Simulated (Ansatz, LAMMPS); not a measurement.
# Relaxing amorphous Si at 2.15 g/cm^3 (80 atoms)

Aim: bring amorphous Si at 2.15 g/cm^3 (80 atoms) to a nearby minimum of the energy and see what moves.

Method: Kohn-Sham DFT, PBE, PAW (set soft_2), plane waves, in Ansatz 0.2.0.

**Experiments to compare with.** Si-Si coordination number quoted from the high-resolution X-ray diffraction study of Laaziri et al (as quoted in “Relationship between diffraction peak, network topology, and amorphous-forming ability in silicon and silica”, 2021, PMC8590056): number of Si about Si 3.9.

**1. The structure**

The cell holds 80 atoms: 80 Si. Its edges and angles: a = 12.011 Å, b = 12.011 Å, c = 12.011 Å, α = 90.0°, β = 90.0°, γ = 90.0°. 80 atoms (80 Si) placed at random at 2.15 g/cm³, melted at 2500 K for 10 ps at fixed volume with the modified Tersoff potential (Kumagai, Izumi, Hara and Sakai, Comput. Mater. Sci. 39, 457 (2007)). Quenched from 2500 K to 300 K at 10 K/ps and fixed volume, annealed at 800 K for 20 ps, held 5 ps, then minimised at fixed cell. The density is one point of a scan and needn't be that of the real material.

Limits known from the start: The quench rate of 10 K/ps far exceeds what a furnace or splat quench reaches, so expect more defects and frozen-in strain than in a real sample. The starting topology of bonds comes from the classical model. Sampling is at Γ alone, for a cell whose shortest periodic width is 12 Å.

**2. How the cell was made**

A classical potential makes the cell, at a small fraction of what the same run would cost in DFT.

This step: classical MD, modified Tersoff potential (Kumagai, Izumi, Hara and Sakai, Comput. Mater. Sci. 39, 457 (2007)) (LAMMPS 22 Jul 2025 - Update 4).

Contents of in.lmp:

```
# melt-quench of Si80
units metal
atom_style atomic
boundary p p p
region box block 0 12.0113 0 12.0113 0 12.0113
create_box 1 box
mass 1 28.0850   # Si
create_atoms 1 random 80 29723 NULL overlap 2.01 maxtry 2000
pair_style tersoff/mod
pair_coeff * * Si.tersoff.mod Si
neigh_modify delay 0 every 1 check yes
thermo_style custom step time temp pe press density
thermo_modify norm yes
timestep 0.001
thermo 100
min_style cg
minimize 1e-4 1e-4 200 2000
reset_timestep 0
velocity all create 2500 29724 mom yes dist gaussian
fix lim all nve/limit 0.05
fix lan all langevin 2500 2500 0.1 29725 zero yes
thermo 500
run 1000 post no
unfix lim
unfix lan
thermo 1666
fix md all nvt temp 2500 2500 0.1
run 10000 post no
unfix md
thermo 22000
fix md all nvt temp 2500 300 0.1
run 220000 post no
unfix md
thermo 2500
# [... 11 lines left out ...]
thermo 2500
fix md all nvt temp 300 300 0.1
run 5000 post no
unfix md
thermo 100
min_style cg
minimize 0 1e-3 2000 20000
write_dump all custom glass.dump id type xs ys zs modify sort id
```

Launch:

```bash
$ lmp -in in.lmp -log none -nocite
```

Numbers of over 12 decimals in the logs are rounded to 6 here.

Output:

```text
LAMMPS (22 Jul 2025 - Update 4)
Created orthogonal box = (0 0 0) to (12.0113 12.0113 12.0113)
Created 80 atoms
   Step          Time           Temp          PotEng         Press         Density
         0   0              0             -2.9314957      46574.121      2.152997
        79   0.079          0             -4.161951      -20097.916      2.152997
Loop time of 0.0675778 s on 1 MPI rank(s) for 79 steps with 80 atoms
Minimization stats:
  Stopping criterion = energy tolerance
  Energy initial, next-to-last, final =
     -2.93149574557887  -4.16158998596036  -4.16195096557168
  Force two-norm initial, final = 52.826948 0.68265428
[... 55 lines left out ...]
    270000   270            320.94643     -4.3720607     -24424.53       2.152997
    271000   271            265.42144     -4.3790699     -29972.355      2.152997
Loop time of 3.06058 s on 1 MPI rank(s) for 5000 steps with 80 atoms
   Step          Time           Temp          PotEng         Press         Density
    271000   271            265.42144     -4.3790699     -29972.355      2.152997
    271034   271.034        265.42144     -4.4127142     -29791.311      2.152997
Loop time of 0.039279 s on 1 MPI rank(s) for 34 steps with 80 atoms
Minimization stats:
  Stopping criterion = force tolerance
  Energy initial, next-to-last, final =
      -4.3790699050574  -4.41271421557937  -4.41271421664043
  Force two-norm initial, final = 8.4486552 0.00092488608
  Iterations, force evaluations = 34 68
```

Run time: 2.9 min. Hardware: 1 thread of Intel Xeon at 2.80GHz (Skylake/Cascade Lake), shared host; peak memory 0.63 GiB.

**3. Single point at the start**

The forces at the start show how far the geometry lies from a minimum of this functional.

Contents of input.yaml:

```yaml
crystal:
  lattice:
    - [12.0113, 0.0, 0.0]
    - [0.0, 12.0113, 0.0]
    - [0.0, 0.0, 12.0113]
  atoms:
    - { symbol: Si, position: [0.07678, 0.5656, 0.80585] }
    - { symbol: Si, position: [0.59024, 0.00952, 0.55135] }
    - { symbol: Si, position: [0.06834, 0.36622, 0.53476] }
    - { symbol: Si, position: [0.51212, 0.50897, 0.71436] }
    - { symbol: Si, position: [0.60436, 0.22822, 0.74537] }
    - { symbol: Si, position: [0.79979, 0.52312, 0.13484] }
    - { symbol: Si, position: [0.54828, 0.59815, 0.33448] }
    - { symbol: Si, position: [0.50801, 0.18308, 0.57615] }
    - { symbol: Si, position: [0.63521, 0.92626, 0.72561] }
    - { symbol: Si, position: [0.62556, 0.06573, 0.86453] }
    - { symbol: Si, position: [0.44298, 0.26771, 0.16007] }
    - { symbol: Si, position: [0.7463, 0.1939, 0.13367] }
    - { symbol: Si, position: [0.2891, 0.28231, 0.77905] }
    - { symbol: Si, position: [0.59537, 0.14888, 0.25067] }
    - { symbol: Si, position: [0.19, 0.37598, 0.20798] }
    - { symbol: Si, position: [0.24811, 0.99192, 0.6565] }
    - { symbol: Si, position: [0.06149, 0.13945, 0.02755] }
    - { symbol: Si, position: [0.47638, 0.8764, 0.46479] }
    - { symbol: Si, position: [0.35675, 0.83433, 0.61141] }
    - { symbol: Si, position: [0.67798, 0.49008, 0.60563] }
    - { symbol: Si, position: [0.00517, 0.99844, 0.43514] }
    - { symbol: Si, position: [0.51872, 0.38864, 0.01504] }
    - { symbol: Si, position: [0.86713, 0.13993, 0.43376] }
    - { symbol: Si, position: [0.0861, 0.94784, 0.08263] }
    - { symbol: Si, position: [0.21571, 0.24687, 0.45802] }
    - { symbol: Si, position: [0.69982, 0.04707, 0.39332] }
    - { symbol: Si, position: [0.09448, 0.85101, 0.90764] }
    - { symbol: Si, position: [0.00533, 0.62591, 0.10591] }
    - { symbol: Si, position: [0.534, 0.27826, 0.40208] }
    - { symbol: Si, position: [0.14816, 0.66999, 0.96584] }
    - { symbol: Si, position: [0.33838, 0.70012, 0.03777] }
    - { symbol: Si, position: [0.4825, 0.01134, 0.994] }
    - { symbol: Si, position: [0.24095, 0.68648, 0.55771] }
    - { symbol: Si, position: [0.38772, 0.85888, 0.92202] }
    - { symbol: Si, position: [0.48552, 0.80331, 0.76402] }
    - { symbol: Si, position: [0.24081, 0.64278, 0.35697] }
    - { symbol: Si, position: [0.503, 0.58835, 0.01435] }
    - { symbol: Si, position: [0.05433, 0.98458, 0.62662] }
    - { symbol: Si, position: [0.54206, 0.97149, 0.1745] }
    - { symbol: Si, position: [0.34234, 0.52246, 0.6066] }
    - { symbol: Si, position: [0.91539, 0.18019, 0.90341] }
    - { symbol: Si, position: [0.79166, 0.80051, 0.72406] }
    - { symbol: Si, position: [0.98886, 0.83866, 0.73764] }
    - { symbol: Si, position: [0.73946, 0.86176, 0.34292] }
    - { symbol: Si, position: [0.31499, 0.17269, 0.61391] }
    - { symbol: Si, position: [0.64936, 0.44169, 0.414] }
    - { symbol: Si, position: [0.18241, 0.43133, 0.69092] }
    - { symbol: Si, position: [0.75614, 0.67225, 0.57643] }
    - { symbol: Si, position: [0.67288, 0.82432, 0.16451] }
    - { symbol: Si, position: [0.39576, 0.90262, 0.28257] }
    - { symbol: Si, position: [0.06271, 0.22737, 0.20331] }
    - { symbol: Si, position: [0.37739, 0.71559, 0.23559] }
    - { symbol: Si, position: [0.22727, 0.15295, 0.92134] }
    - { symbol: Si, position: [0.38034, 0.5119, 0.40903] }
    - { symbol: Si, position: [0.71448, 0.36501, 0.04148] }
    - { symbol: Si, position: [0.4717, 0.34907, 0.82492] }
    - { symbol: Si, position: [0.34241, 0.12232, 0.07579] }
    - { symbol: Si, position: [0.34429, 0.33614, 0.33125] }
    - { symbol: Si, position: [0.62205, 0.74193, 0.44644] }
    - { symbol: Si, position: [0.95868, 0.8132, 0.15632] }
    - { symbol: Si, position: [0.24292, 0.00457, 0.20236] }
    - { symbol: Si, position: [0.90491, 0.55542, 0.92499] }
    - { symbol: Si, position: [0.87902, 0.24675, 0.26996] }
    - { symbol: Si, position: [0.0632, 0.6839, 0.64424] }
    - { symbol: Si, position: [0.98083, 0.50017, 0.408] }
    - { symbol: Si, position: [0.82324, 0.43082, 0.311] }
    - { symbol: Si, position: [0.63225, 0.63124, 0.157] }
    - { symbol: Si, position: [0.58007, 0.64727, 0.84425] }
    - { symbol: Si, position: [0.77201, 0.7065, 0.89512] }
    - { symbol: Si, position: [0.10244, 0.54106, 0.26034] }
    - { symbol: Si, position: [0.80714, 0.85936, 0.03036] }
    - { symbol: Si, position: [0.93494, 0.67192, 0.4922] }
    - { symbol: Si, position: [0.97213, 0.13418, 0.72075] }
    - { symbol: Si, position: [0.24048, 0.96862, 0.85047] }
    - { symbol: Si, position: [0.14123, 0.10585, 0.33848] }
    - { symbol: Si, position: [0.78044, 0.0591, 0.98511] }
    - { symbol: Si, position: [0.76502, 0.34019, 0.7028] }
    - { symbol: Si, position: [0.83711, 0.36765, 0.88668] }
    - { symbol: Si, position: [0.93263, 0.82762, 0.35851] }
    - { symbol: Si, position: [0.90856, 0.25816, 0.58907] }
kpoints:
  mp_grid: { grid: [1, 1, 1] }
hamiltonian:
  xc: pbe
scf:
  occupations: { method: fermi_dirac, width: 0.025 }
output:
  forces: true
```

Launch:

```bash
$ ansatz run input.yaml --threads 4 --pin off --max-ram 8192MiB --backend cpu --events-out ev --progress --plain --runs-dir out
```

Output:

```text
Engine: ansatz 0.2.0, x86_64-unknown-linux-gnu
Pseudopotentials: kind: paw
Pseudopotential: Si, paw, valence charge 4, recommended cutoff 420 eV (normal), Si.paw.azcp
[... 5 lines on functional and potentials left out ...]
Crystal: 80 atoms, lattice volume = 1732.886 Å³
Basis set: ecut = 420 eV, 33833 PW (Γ), exchange–correlation on 162×162×162 points (8 copies of the dense FFT grid, shifted against one another)
Bands: 240, of which v1, the nominal top of the filled ones, is band 160 counted from 1 (159 counted from 0)
Symmetry: 1 space group operations
Space group: P1 (ITA 1), of the structure as read, at distance tolerance 1.2e-4 Å
k-points: 1
[... 3 lines on functional and potentials left out ...]
Initial density: superposition of atomic densities (neutral atoms: chi_scale 0, normalization atom), corrected by the library's trained network
Initial wavefunctions: pseudopotential atomic-orbital guess
Functional: x = pbe(κ = 0.804, μ = 0.219515), c = pbe(β = 0.066725)
SCF iter   1: F=—  HF=-50848.042104 eV  |F-HF|=—  |Δ(HF+E_count)|=         —  Δρ=3.13e-3  dr2=4.58e-1  ethr=1.77e-3  ⟨swp⟩=6.0  Hψ=1108  notcnv=0  defer=40
preconditioner: auto → Kerker (q_TF=auto, 2.059 Å⁻¹)  [metal: Δε(μ)=0.040 eV  Ē_g=7.479 eV  σ=0.025 eV  W_gap=0.38  n_scr=250 (ndim 8)  ℏωp=16.0 eV  f_vac=0.006  D(μ)=37.07/eV (n_scr^D=250)]
SCF iter   2: F=—  HF=-50848.020498 eV  |F-HF|=—  |Δ(HF+E_count)|=   2.16e-2  Δρ=1.79e-3  dr2=1.30e-1  ethr=1.43e-4  ⟨swp⟩=1.0  Hψ=276  notcnv=0  defer=64
SCF iter   3: F=—  HF=-50848.009703 eV  |F-HF|=—  |Δ(HF+E_count)|=   1.08e-2  Δρ=6.11e-4  dr2=3.52e-2  ethr=4.07e-5  ⟨swp⟩=3.0  Hψ=331  notcnv=0  defer=64
SCF iter   4: F=—  HF=-50848.010315 eV  |F-HF|=—  |Δ(HF+E_count)|=   6.12e-4  Δρ=2.19e-4  dr2=3.55e-3  ethr=1.10e-5  ⟨swp⟩=1.0  Hψ=176  notcnv=0  defer=64
SCF iter   5: F=—  HF=-50848.011408 eV  |F-HF|=—  |Δ(HF+E_count)|=   1.09e-3  Δρ=8.00e-5  dr2=7.11e-4  ethr=1.11e-6  ⟨swp⟩=2.0  Hψ=248  notcnv=0  defer=64
SCF iter   6: F=—  HF=-50848.011512 eV  |F-HF|=—  |Δ(HF+E_count)|=   1.03e-4  Δρ=3.55e-5  dr2=1.16e-4  ethr=2.22e-7  ⟨swp⟩=2.0  Hψ=248  notcnv=0  defer=64
SCF iter   7: F=—  HF=-50848.011584 eV  |F-HF|=—  |Δ(HF+E_count)|=   7.24e-5  Δρ=1.58e-5  dr2=2.83e-5  ethr=3.63e-8  ⟨swp⟩=2.0  Hψ=317  notcnv=0  defer=64
SCF iter   8: F=—  HF=-50848.012475 eV  |F-HF|=—  |Δ(HF+E_count)|=   8.91e-4  Δρ=6.95e-6  dr2=4.19e-6  ethr=8.86e-9  ⟨swp⟩=3.0  Hψ=492  notcnv=0  defer=64
SCF iter   9: F=—  HF=-50848.012477 eV  |F-HF|=—  |Δ(HF+E_count)|=   1.42e-6  Δρ=2.65e-6  dr2=6.23e-7  ethr=1.31e-9  ⟨swp⟩=2.0  Hψ=274  notcnv=0  defer=64
SCF iter  10: F=—  HF=-50848.012477 eV  |F-HF|=—  |Δ(HF+E_count)|=   2.22e-7  Δρ=1.05e-6  dr2=1.23e-7  ethr=1.95e-10  ⟨swp⟩=2.0  Hψ=260  notcnv=0  defer=64
SCF iter  11: F=-50848.012477 eV  HF=-50848.012477 eV  |F-HF|=8.59e-10  |Δ(HF+E_count)|=   5.49e-8  Δρ=4.40e-7  dr2=1.84e-8  ethr=3.13e-11  ⟨swp⟩=4.0  Hψ=706  notcnv=0
SCF 1 converged in 11 iterations: F = -50848.012477 eV  dr2 = 1.84e-8
  greatest PAW one-centre occupation: 0.671 electrons in one spin orbital (limit 2), on the Si atom at site 14 (counted from 0), in its partial waves of l = 0
SCF converged after 11 iterations
Free energy (F): -50848.012477 eV
Harris-Foulkes:  -50848.012477 eV  (|F-HF|=8.59e-10)
Internal energy: -50847.934330 eV  (E = F + TS)
E sigma→0 (E₀):  -50847.973403 eV
Entropy (-TS):   -0.078147 eV (-0.977 meV/atom)
Fermi energy:    5.630825 eV
--- Per-component energies (eV) ---
  E_band       = 166.520578
  E_kinetic    = 3166.830543
  E_local      = -3070.713248  (includes V_loc(G=0)·N_el)
  E_nonlocal   = 2060.864692
  E_hartree    = 950.157568
  E_xc         = -4388.293291
  E_vxc        = -3703.288173  (∫ρ·V_xc dr)
  E_paw        = -41010.788299  (= ΣΔE_a)
  E_vpaw       = -187.487493  (= ΣTr[D̂ρ^β])
  E_aug_tail   = 0.000506  (compensation charges beyond the density's cutoff)
  E_ewald      = -8555.992803
  E_smearing   = -0.078147  (= −TS)
  E_closure    = 0.000000  (closes the sum)
  Σ components = -50848.012477   (vs F -50848.012477, Δ=0.00e0)
--- Forces (eV/Å), atoms counted from 1 ---
  atom   1  Si     0.23938380    -0.18306315    -0.35770133
  atom   2  Si    -0.16779591     0.04750227    -0.51854199
  atom   3  Si     0.15036218     0.15596124    -0.09794968
  atom   4  Si     0.14626068     0.04635342     0.11589500
  atom   5  Si    -0.21381765    -0.02267149     0.04970470
  atom   6  Si    -0.51955291    -0.03035951     0.47345506
  atom   7  Si    -0.00922458    -0.37656704     0.29862528
  atom   8  Si     0.11511993     0.00167934     0.21359566
  atom   9  Si     0.22137404    -0.16974233    -0.04565585
  atom  10  Si    -0.14091389     0.18189918    -0.02366714
  atom  11  Si    -0.44023585     0.35531398     0.21857838
  atom  12  Si     0.09810675    -0.25001342     0.08152863
  atom  13  Si    -0.33645226    -0.03676934    -0.09340654
  atom  14  Si     0.06595862     0.05782759     0.19287703
[...]
atom  79  Si    -0.09568686    -0.07803111     0.17905301
  atom  80  Si    -0.25250426    -0.19592291     0.28893403
  max |Σ_I F_I| component: 3.64e-5 eV/Å
```

The job ended after 48 s (4 threads of Intel Xeon at 2.50GHz (Skylake/Cascade Lake), shared host; peak memory 1.5 GiB).

In the SCF lines HF is the Harris–Foulkes energy and dr2 the Hartree energy of the density residual, in eV; the loop may stop once dr2 is under the threshold and the program's other checks hold. Hψ counts applications of the Hamiltonian.

Read from the output:

* free energy: -50848.0125 eV
* free energy per atom: -635.6002 eV/atom
* SCF cycles: 11
* r.m.s. force component: 0.22 eV/Å
* longest force: 0.8802 eV/Å
* Fermi energy: 5.631 eV

The r.m.s. force component of 0.22 eV/Å sets the starting point.

Neighbours are counted within 2.73 Å (Si-Si).

Length of the force by element and coordination:

```tsv
element	coordination	atoms	mean length of the force (eV/Å)	spread	least	most
Si	all	80	0.34	0.172	0.114	0.880
Si	3	4	0.519	0.142	0.305	0.704
Si	4	74	0.325	0.157	0.114	0.801
Si	5	2	0.546	0.334	0.212	0.880
```

(Continued in part 2 of 4.)

[Logs are printed without paths, hosts, clocks, repeated set-up lines and the standing remarks that a program may print on its own settings, such as how far it seeks lower states.]

[Hosts, paths, dates, database ids (printed as entryN), source tags and the programs' standing remarks are cut or masked in the printed files.]
